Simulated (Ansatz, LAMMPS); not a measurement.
## Forces and charges in Mg2+ TFSI- in diglyme and a fluorinated ether (TTE) at 300 K (126 atoms)

Wanted: forces, charges and levels of Mg2+ TFSI- in diglyme and a fluorinated ether (TTE) at 300 K (126 atoms).

Main program and level: Ansatz 0.2.0; Kohn-Sham DFT, PBE+D3(BJ), PAW (set soft_2), plane waves.

### Step 1. Set-up

The cell holds 126 atoms: 30 C, 15 O, 30 H, 44 F, 2 N, 4 S and 1 Mg. Its edges and angles: a = 11.783 Å, b = 11.783 Å, c = 11.783 Å, α = 90.0°, β = 90.0°, γ = 90.0°. 1 diglyme, 4 a fluorinated ether (TTE), 1 Mg2+, 2 TFSI- placed at random, at 1.67 g/cm³; overlaps pushed apart, then 10 ps at 550 K with divalent ions of Li, Roberts, Chakravorty and Merz (J. Chem. Theory Comput. 9, 2733 (2013)); MMFF94 bonds, angles, torsions, charges and radii (Halgren, J. Comput. Chem. 17, 490 (1996)) in harmonic and 12-6 forms; charges of ions scaled by 0.8. Snapshot after 30 ps at 300 K and fixed volume.

Limits known from the start: The network of contacts between molecules at the start is that of the classical potential that made the cell, and needn't be the one that DFT or experiment would give. The density was typed from a rule of thumb and may lie off the real one at this temperature. Only the Γ point is sampled, in a cell whose shortest periodic width is 12 Å.

### Step 2. The classical run that made the cell

A classical potential makes the cell, at a small fraction of what the same run would cost in DFT.

This step: classical MD, divalent ions of Li, Roberts, Chakravorty and Merz (J. Chem. Theory Comput. 9, 2733 (2013)); MMFF94 bonds, angles, torsions, charges and radii (Halgren, J. Comput. Chem. 17, 490 (1996)) in harmonic and 12-6 forms; charges of ions scaled by 0.8 (LAMMPS 22 Jul 2025 - Update 4).

Contents of in.lmp:

```
# Mg2+ TFSI- in diglyme and a fluorinated ether (TTE)
units real
atom_style full
boundary p p p
bond_style harmonic
angle_style harmonic
dihedral_style opls
improper_style harmonic
special_bonds lj 0 0 0.5 coul 0 0 0.75
read_data data.lmp
neigh_modify delay 0 every 1 check yes one 4000
comm_modify cutoff 12.0
timestep 0.5
thermo_style custom step time temp pe press density
thermo_modify norm yes
# push overlapping molecules apart
pair_style soft 2.6
pair_coeff * * 0.0
variable a equal ramp(1,60)
fix ad all adapt 1 pair soft a * * v_a
velocity all create 550 488620 mom yes dist gaussian
fix lim all nve/limit 0.03
fix lan all langevin 550 550 50 488621 zero yes
thermo 1000
run 3000 post no
unfix ad
pair_style lj/cut/coul/long 9.0
pair_modify mix arithmetic tail yes
pair_coeff 1 1 0.0678 3.3680   # C
pair_coeff 2 2 0.0763 3.0430   # O
pair_coeff 3 3 0.0216 2.5400   # H
pair_coeff 4 4 0.0801 2.5590   # F
pair_coeff 5 5 0.0721 3.5530   # N
pair_coeff 6 6 0.2681 3.4180   # S
# [... 20 lines left out ...]
compute msd all msd com yes
thermo 7500
fix md all nvt temp 300 300 100
run 30000 post no
print "== T300: mean square displacement over the hold $(c_msd[4]:%.2f) A^2"
unfix md
uncompute msd
write_dump all custom T300.dump id type xs ys zs modify sort id
```

Started as:

```console
lmp -in in.lmp -log none -nocite
```

Numbers of over 12 decimals in the logs are rounded to 6 here.

The log of the run:

```text
LAMMPS (22 Jul 2025 - Update 4)
Reading data file ...
  orthogonal box = (0 0 0) to (11.78255 11.78255 11.78255)
  126 atoms
  orthogonal box = (0 0 0) to (11.78255 11.78255 11.78255)
  118 bonds
  213 angles
  216 dihedrals
WARNING: Bond/angle/dihedral extent > half of periodic box length
   Step          Time           Temp          PotEng         Press         Density
         0   0              550            0.75275111    -8378.4772      1.672
      1000   500            508.52751      2.3185292      3653.9554      1.672
      2000   1000           580.55158      1.947064       8530.7294      1.672
[... 45 lines left out ...]
Loop time of 1.89564 s on 1 MPI rank(s) for 5000 steps with 126 atoms
WARNING: Bond/angle/dihedral extent > half of periodic box length
   Step          Time           Temp          PotEng         Press         Density
[... 2 lines left out ...]
     30000   29000          275.42109      2.9328319      4893.8763      1.672
     37500   36500          282.63105      2.9736179     -9670.5626      1.672
     45000   44000          368.33688      2.9568187     -1275.7093      1.672
     47000   46000          302.38507      2.9720768      7212.2227      1.672
WARNING: Bond/angle/dihedral extent > half of periodic box length
Loop time of 11.0316 s on 1 MPI rank(s) for 30000 steps with 126 atoms
== T300: mean square displacement over the hold 4.89 A^2
```

Elapsed: 18 s, on 1 thread of Arm Neoverse V2, shared host; peak memory 0.13 GiB.

The input also reads data.lmp (atoms, bonds and types; not printed here).

### Step 3. Plane-wave single point

One self-consistent run at the given positions yields energy and forces.

Contents of input.yaml:

```yaml
crystal:
  lattice:
    - [11.78255, 0.0, 0.0]
    - [0.0, 11.78255, 0.0]
    - [0.0, 0.0, 11.78255]
  atoms:
    - { symbol: C, position: [0.83118, 0.33121, 0.22524] }
    - { symbol: O, position: [0.90651, 0.41812, 0.25849] }
    - { symbol: C, position: [0.01875, 0.39144, 0.2089] }
    - { symbol: C, position: [0.10127, 0.48251, 0.2501] }
    - { symbol: O, position: [0.07034, 0.50686, 0.36556] }
    - { symbol: C, position: [0.13624, 0.59786, 0.41242] }
    - { symbol: C, position: [0.07753, 0.62878, 0.52542] }
    - { symbol: O, position: [0.95596, 0.63746, 0.51354] }
    - { symbol: C, position: [0.90674, 0.71633, 0.5917] }
    - { symbol: H, position: [0.7454, 0.36632, 0.24307] }
    - { symbol: H, position: [0.84762, 0.26319, 0.28338] }
    - { symbol: H, position: [0.83932, 0.31077, 0.13471] }
    - { symbol: H, position: [0.03431, 0.30061, 0.23163] }
    - { symbol: H, position: [0.01055, 0.40563, 0.11734] }
    - { symbol: H, position: [0.0964, 0.55942, 0.20372] }
    - { symbol: H, position: [0.18877, 0.45882, 0.25308] }
    - { symbol: H, position: [0.12781, 0.66904, 0.35224] }
    - { symbol: H, position: [0.22442, 0.56753, 0.41152] }
    - { symbol: H, position: [0.11926, 0.70008, 0.56571] }
    - { symbol: H, position: [0.08565, 0.55419, 0.57916] }
    - { symbol: H, position: [0.9146, 0.67819, 0.67761] }
    - { symbol: H, position: [0.82399, 0.73519, 0.57009] }
    - { symbol: H, position: [0.94893, 0.79737, 0.58712] }
    - { symbol: F, position: [0.48447, 0.91574, 0.93189] }
    - { symbol: C, position: [0.42708, 0.00969, 0.97886] }
    - { symbol: F, position: [0.50336, 0.08002, 0.02505] }
    - { symbol: C, position: [0.34906, 0.0731, 0.8892] }
    - { symbol: F, position: [0.41307, 0.10852, 0.79989] }
    - { symbol: F, position: [0.30257, 0.16676, 0.93666] }
    - { symbol: O, position: [0.25955, 0.00363, 0.84209] }
    - { symbol: C, position: [0.19025, 0.07333, 0.76392] }
    - { symbol: C, position: [0.14963, 0.9861, 0.68063] }
    [... 88 atom lines left out ...]
    - { symbol: O, position: [0.60687, 0.54549, 0.25489] }
    - { symbol: C, position: [0.53194, 0.62751, 0.44636] }
    - { symbol: F, position: [0.42835, 0.6444, 0.38984] }
    - { symbol: F, position: [0.54926, 0.71749, 0.51335] }
    - { symbol: F, position: [0.50738, 0.54294, 0.52279] }
    - { symbol: Mg, position: [0.90737, 0.51287, 0.40533] }
kpoints:
  mp_grid: { grid: [1, 1, 1] }
hamiltonian:
  xc: pbe
  dispersion: d3bj
scf:
  occupations: { method: fixed }
output:
  forces: true
  stress: true
  populations: true
  dos:
    method: { smearing: { sigma: 0.08 } }
    de: 0.1
    projected: { site_lists: { C: [C], F: [F], H: [H], Mg: [Mg], "N": ["N"] } }
  eigenvalues: true
  write_density: true
  write_potential: true
  volumetric_format: npy
```

Started as:

```console
ansatz run input.yaml --threads 8 --pin off --max-ram 15872MiB --backend cpu --events-out ev --progress --plain --runs-dir out
```

The log of the run:

```text
Engine: ansatz 0.2.0, aarch64-unknown-linux-gnu
Pseudopotentials: kind: paw
Pseudopotential: C, paw, valence charge 4, recommended cutoff 420 eV (normal), C.paw.azcp
Pseudopotential: O, paw, valence charge 6, recommended cutoff 420 eV (normal), O.paw.azcp
Pseudopotential: H, paw, valence charge 1, recommended cutoff 420 eV (normal), H.paw.azcp
Pseudopotential: F, paw, valence charge 7, recommended cutoff 420 eV (normal), F.paw.azcp
Pseudopotential: N, paw, valence charge 5, recommended cutoff 420 eV (normal), N.paw.azcp
Pseudopotential: S, paw, valence charge 6, recommended cutoff 420 eV (normal), S.paw.azcp
Pseudopotential: Mg, paw, valence charge 10, recommended cutoff 420 eV (normal), Mg.paw.azcp
Functional definition: PBE
  parameter kappa = 0.804
  parameter beta = 0.066725
  exchange = pbe_x(kappa = kappa, mu = beta*pi^2/3)
  correlation = pbe_c(beta = beta)
Crystal: 126 atoms, lattice volume = 1635.754 Å³
Basis set: ecut = 420 eV, 31919 PW (Γ), exchange–correlation on 160×160×160 points (8 copies of the dense FFT grid, shifted against one another)
Bands: 422, of which v1, the nominal top of the filled ones, is band 296 counted from 1 (295 counted from 0)
Symmetry: 1 space group operations
Space group: P1 (ITA 1), of the structure as read, at distance tolerance 1.2e-4 Å
k-points: 1
Non-local potential: C, projectors of the file, l = 0: 2, l = 1: 2, l = 2: 1
Non-local potential: O, projectors of the file, l = 0: 2, l = 1: 2, l = 2: 1
Non-local potential: H, projectors of the file, l = 0: 2, l = 1: 1
Non-local potential: F, projectors of the file, l = 0: 2, l = 1: 2, l = 2: 1
Non-local potential: N, projectors of the file, l = 0: 2, l = 1: 2, l = 2: 1
Non-local potential: S, projectors of the file, l = 0: 2, l = 1: 2, l = 2: 2
Non-local potential: Mg, projectors of the file, l = 0: 3, l = 1: 2, l = 2: 1
PAW form: soft (Blöchl's): semilocal exchange-correlation on the pseudo side does not see the compensation charge
PAW one-centre angular grid: C, 110 points (default); XC on 64 Gauss nodes
PAW one-centre angular grid: O, 110 points (default); XC on 64 Gauss nodes
PAW one-centre angular grid: H, 110 points (default); XC on 64 Gauss nodes
PAW one-centre angular grid: F, 110 points (default); XC on 64 Gauss nodes
PAW one-centre angular grid: N, 110 points (default); XC on 64 Gauss nodes
PAW one-centre angular grid: S, 110 points (default); XC on 64 Gauss nodes
PAW one-centre angular grid: Mg, 110 points (default); XC on 64 Gauss nodes
Initial density: superposition of atomic densities (neutral atoms: chi_scale 0, normalization atom), corrected by the library's trained network
Initial wavefunctions: pseudopotential atomic-orbital guess
Functional: x = pbe(κ = 0.804, μ = 0.219515), c = pbe(β = 0.066725)
SCF iter   1: F=—  HF=-58349.997145 eV  |F-HF|=—  |Δ(HF+E_count)|=         —  Δρ=5.75e-3  dr2=4.85e-1  ethr=1.77e-3  ⟨swp⟩=5.0  Hψ=1570  notcnv=0  defer=123
preconditioner: auto → Resta (q_TF=auto, 2.303 Å⁻¹)  ε∞=2.5  [insulator: Δε(μ)=5.096 eV  Ē_g=18.290 eV  n_scr=340 (ndim 8)  ℏωp=22.2 eV  f_vac=0.347  ε∞_Penn≈2.5]
SCF iter   2: F=—  HF=-58349.867499 eV  |F-HF|=—  |Δ(HF+E_count)|=   1.30e-1  Δρ=2.78e-3  dr2=1.10e-1  ethr=8.20e-5  ⟨swp⟩=3.0  Hψ=737  notcnv=0  defer=124
SCF iter   3: F=—  HF=-58349.860384 eV  |F-HF|=—  |Δ(HF+E_count)|=   7.12e-3  Δρ=1.23e-3  dr2=3.07e-2  ethr=1.86e-5  ⟨swp⟩=3.0  Hψ=598  notcnv=0  defer=124
SCF iter   4: F=—  HF=-58349.854120 eV  |F-HF|=—  |Δ(HF+E_count)|=   6.26e-3  Δρ=3.96e-4  dr2=3.78e-3  ethr=5.19e-6  ⟨swp⟩=3.0  Hψ=579  notcnv=0  defer=124
SCF iter   5: F=—  HF=-58349.853347 eV  |F-HF|=—  |Δ(HF+E_count)|=   7.73e-4  Δρ=3.16e-4  dr2=1.57e-3  ethr=6.39e-7  ⟨swp⟩=2.0  Hψ=735  notcnv=0  defer=124
SCF iter   6: F=—  HF=-58349.852969 eV  |F-HF|=—  |Δ(HF+E_count)|=   3.77e-4  Δρ=8.94e-5  dr2=1.40e-4  ethr=2.65e-7  ⟨swp⟩=3.0  Hψ=553  notcnv=0  defer=124
SCF iter   7: F=—  HF=-58349.852939 eV  |F-HF|=—  |Δ(HF+E_count)|=   3.00e-5  Δρ=2.95e-5  dr2=1.60e-5  ethr=2.37e-8  ⟨swp⟩=2.0  Hψ=550  notcnv=0  defer=123
SCF iter   8: F=—  HF=-58349.852921 eV  |F-HF|=—  |Δ(HF+E_count)|=   1.83e-5  Δρ=1.91e-5  dr2=5.26e-6  ethr=2.71e-9  ⟨swp⟩=2.0  Hψ=599  notcnv=0  defer=119
SCF iter   9: F=—  HF=-58349.852920 eV  |F-HF|=—  |Δ(HF+E_count)|=   1.19e-6  Δρ=5.43e-6  dr2=5.05e-7  ethr=8.89e-10  ⟨swp⟩=2.0  Hψ=552  notcnv=0  defer=120
SCF iter  10: F=—  HF=-58349.852920 eV  |F-HF|=—  |Δ(HF+E_count)|=   4.52e-8  Δρ=2.95e-6  dr2=1.26e-7  ethr=1.69e-11  ⟨swp⟩=21.0  Hψ=3953  notcnv=0
SCF iter  11: F=-58349.852920 eV  HF=-58349.852920 eV  |F-HF|=7.26e-9  |Δ(HF+E_count)|=   2.87e-8  Δρ=9.11e-7  dr2=1.47e-8  ethr=1.69e-11  ⟨swp⟩=10.0  Hψ=2677  notcnv=0
SCF 1 converged in 11 iterations: F = -58349.852920 eV  dr2 = 1.47e-8
  greatest PAW one-centre occupation: 1.000 electrons in one spin orbital (limit 2), on the Mg atom at site 125 (counted from 0), in its partial waves of l = 0
WARN: The output density's exchange-correlation potential varies sharply where the density is thin. Do not read a vacuum level from v_tot or v_xc, or from such a field of the output density. On a cell that repeats whose density bears no net charge and no dipole along the vacuum's axis use v_es (v_loc + v_h of the components); [...]
SCF converged after 11 iterations
Free energy (F): -58349.852920 eV
Harris-Foulkes:  -58349.852920 eV  (|F-HF|=7.26e-9)
Internal energy: -58349.852920 eV  (E = F + TS)
E sigma→0 (E₀):  -58349.852920 eV
Fermi energy:    -0.148001 eV
--- Per-component energies (eV) ---
  E_band       = -6089.356835
  E_kinetic    = 15644.295230
  E_local      = -69800.296338  (includes V_loc(G=0)·N_el)
  E_nonlocal   = 5092.492891
  E_hartree    = 27634.583705
  E_xc         = -6833.827217
  E_vxc        = -8544.765775  (∫ρ·V_xc dr)
  E_paw        = -17136.197231  (= ΣΔE_a)
  E_vpaw       = -3750.332451  (= ΣTr[D̂ρ^β])
  E_aug_tail   = 0.085706  (compensation charges beyond the density's cutoff)
  E_ewald      = -12944.490405
  E_disp       = -6.499260  (pairwise vdW)
  E_smearing   = -0.000000  (= −TS)
  E_closure    = 0.000000  (closes the sum)
  Σ components = -58349.852920   (vs F -58349.852920, Δ=0.00e0)
--- Forces (eV/Å), atoms counted from 1 ---
  atom   1  C     -1.68516012     0.85673670     0.43214746
  atom   2  O      1.56120052     0.43625133    -0.61810324
  atom   3  C     -0.42577270     0.45909894     0.39712326
  atom   4  C     -0.80301360    -0.92352719     1.28067138
  atom   5  O      0.27899453     0.01059820     0.06315553
  atom   6  C     -1.13088831     0.62015257    -0.49136583
  atom   7  C      0.79016734    -1.73293640     0.00467873
  atom   8  O      0.63583147     0.91275092    -0.97714199
  atom   9  C      1.97170039    -0.72622193     1.20599002
  atom  10  H      0.30265836    -0.39281507    -0.24041380
  atom  11  H     -0.12818033    -1.17625250     0.01865524
  atom  12  H     -0.03748195     0.03344493     0.30195948
  atom  13  H      0.47722348     0.86551692    -0.19441934
  atom  14  H     -0.00085287    -0.54248754    -0.16186443
[...]
atom 125  F      0.83073762    -0.20726986    -1.18704076
  atom 126  Mg    -0.84953371     0.10075963     0.01478752
  max |Σ_I F_I| component: 4.98e-5 eV/Å
--- Stress (GPa, compression-positive) ---
        2.870462       0.030800      -0.338031
        0.030801       2.582535      -0.089772
       -0.338032      -0.089772       2.710322
  P = ⅓ Tr σ = 2.7211 GPa (27.211 kbar)
--- Band table (eV) ---
  k-point 0: bands = ["-73.7428", "-40.5260", "-40.5038", "-40.4815", [... 406 levels ...], "10.7412", "10.7450", "10.7794", "10.8597", "10.8713", "10.9077", "10.9445", "11.0037", "11.0189", "11.0295", "11.0349", "11.0811"]
--- Löwdin populations: 126 sites ---
  site symbol       q [e]
     0      C      4.2299
     1      O      6.4091
     2      C      4.0611
[...]
125     Mg      8.3781
  spilling = 0.012034 (of n_electrons = 592.000000)
```

Elapsed: 15 s, on 8 threads of Arm Neoverse V2, shared host; peak memory 2.3 GiB.

Reading the cycles: dr2 is the Hartree energy of the density residual (eV), the measure of convergence; HF is the Harris–Foulkes estimate of the energy, which meets the free energy F at convergence.

The program notes that the exchange-correlation potential is rough where the density is thin.

Numbers from this run:

```
free energy                                      : -58349.8529 eV
free energy per atom                             : -463.0941 eV/atom
SCF cycles                                       : 11
pressure                                         : 2.721 GPa
r.m.s. force component                           : 0.9668 eV/Å
longest force                                    : 3.988 eV/Å
Fermi energy                                     : -0.148 eV
gap (highest filled to lowest empty level) : 4.847 eV
spilling of the projection                       : 0.01203
```

Neighbours are counted within 1.62 Å (F-C), 1.85 Å (C-C), 1.34 Å (C-H), 1.73 Å (C-O), 2.21 Å (C-S), 1.88 Å (O-S), 2.62 Å (O-Mg), 2.02 Å (S-N).

Length of the force by element and coordination:

```
element  coordination  atoms  mean length of the force (eV/Å)  spread  least   most
      C           all     30                             1.86   0.937  0.297   3.99
      F           all     44                             1.24   0.546  0.227   2.44
      H           all     30                             1.01   0.697  0.251   3.83
     Mg           all      1                            0.856       0  0.856  0.856
      N           all      2                             2.05   0.371   1.68   2.42
      O           all     15                             1.74   0.821  0.286   3.63
      O             1      5                             1.58   0.667   1.10   2.88
      O             2      7                             2.11   0.810   1.17   3.63
      O             3      3                             1.17   0.631  0.286   1.73
      S           all      4                             2.79   0.550   2.08   3.61
```

Löwdin charges by element and coordination (they lack the spilled electrons, 0.057 e an atom on average):

```
element  coordination  atoms  mean charge (e)  spread   least    most
      C           all     30            0.354   0.344  -0.243   0.751
      F           all     44           -0.230  0.0203  -0.268  -0.176
      H           all     30            0.217  0.0137   0.193   0.246
     Mg           all      1             1.62       0    1.62    1.62
      N           all      2           -0.857  0.0075  -0.865  -0.850
      O           all     15           -0.573   0.203  -0.823  -0.301
      O             1      5           -0.731  0.0194  -0.766  -0.714
      O             2      7           -0.530   0.239  -0.823  -0.301
      O             3      3           -0.410  0.0026  -0.413  -0.407
      S           all      4             2.20  0.0341    2.17    2.26
```

Density of states as counts of states in windows of 1 eV (from the Fermi level), total and the larger projections:

```
from (eV)  to (eV)  total   F p   C p  H s  C s
      -18      -17    3.9   0.0   0.0  0.0  0.0
      -17      -16    0.1   0.0   0.0  0.0  0.0
      -16      -15    0.0   0.0   0.0  0.0  0.0
      -15      -14    7.1   0.7   1.4  0.5  3.1
      -14      -13    8.9   0.9   1.2  0.4  2.6
      -13      -12   11.9   2.3   1.7  0.6  3.8
      -12      -11   10.2   1.9   1.7  1.3  3.3
      -11      -10   14.9   5.9   1.2  0.9  2.5
      -10       -9   17.4   5.8   3.2  1.4  2.0
       -9       -8   49.6  26.3  13.9  1.0  0.3
       -8       -7   43.9  22.6  11.0  2.3  0.5
       -7       -6   23.1   6.9   6.3  1.4  0.3
       -6       -5   41.1  21.5   6.5  2.5  0.3
       -5       -4   64.3  49.2   4.1  1.8  0.4
       -4       -3   88.3  69.9   5.5  2.9  0.7
       -3       -2   35.1  11.2   5.3  2.7  0.5
       -2       -1   33.8   8.7   4.1  2.0  0.5
       -1        0   10.9   0.6   0.9  1.1  0.1
        0        1    1.6   0.0   0.0  0.0  0.0
        1        4    0.0   0.0   0.0  0.0  0.0
        4        5    1.9   0.2   0.3  0.0  0.1
```

The curve was stored every 0.10 eV, coarse against its broadening of 0.08 eV, so these counts are rough.

With fixed occupations the program's Fermi level is the highest filled level; weight inside the gap is the broadening of levels at its edges.

Between -26 and -18 eV lie 95 more states.

About 32 of the 592 electrons lie in deeper levels, below the stored range.

Not all projections were asked for or kept, so they needn't add up to the total.

The levels nearest the highest filled one (over half full), pooled over k-points and spins:

```
level less the highest filled one (eV)  occupation
                                -0.993           2
                                -0.953           2
                                -0.808           2
                                -0.591           2
                                 -0.49           2
                                     0           2
                                  4.85           0
                                  5.15           0
                                  5.17           0
                                  5.37           0
                                  5.52           0
                                  5.53           0
```

[end of part 1 of 2]

[Logs are printed without paths, hosts, clocks, repeated set-up lines and the standing remarks that a program may print on its own settings, such as how far it seeks lower states.]

[Hosts, paths, dates, database ids (printed as entryN), source tags and the programs' standing remarks are cut or masked in the printed files.]

[The MMFF94 radii named for the starting cell were scaled by 0.96; in molecules described by MMFF94, hydrogen bound to N, O or S took a small fixed 12-6 site in their place.]
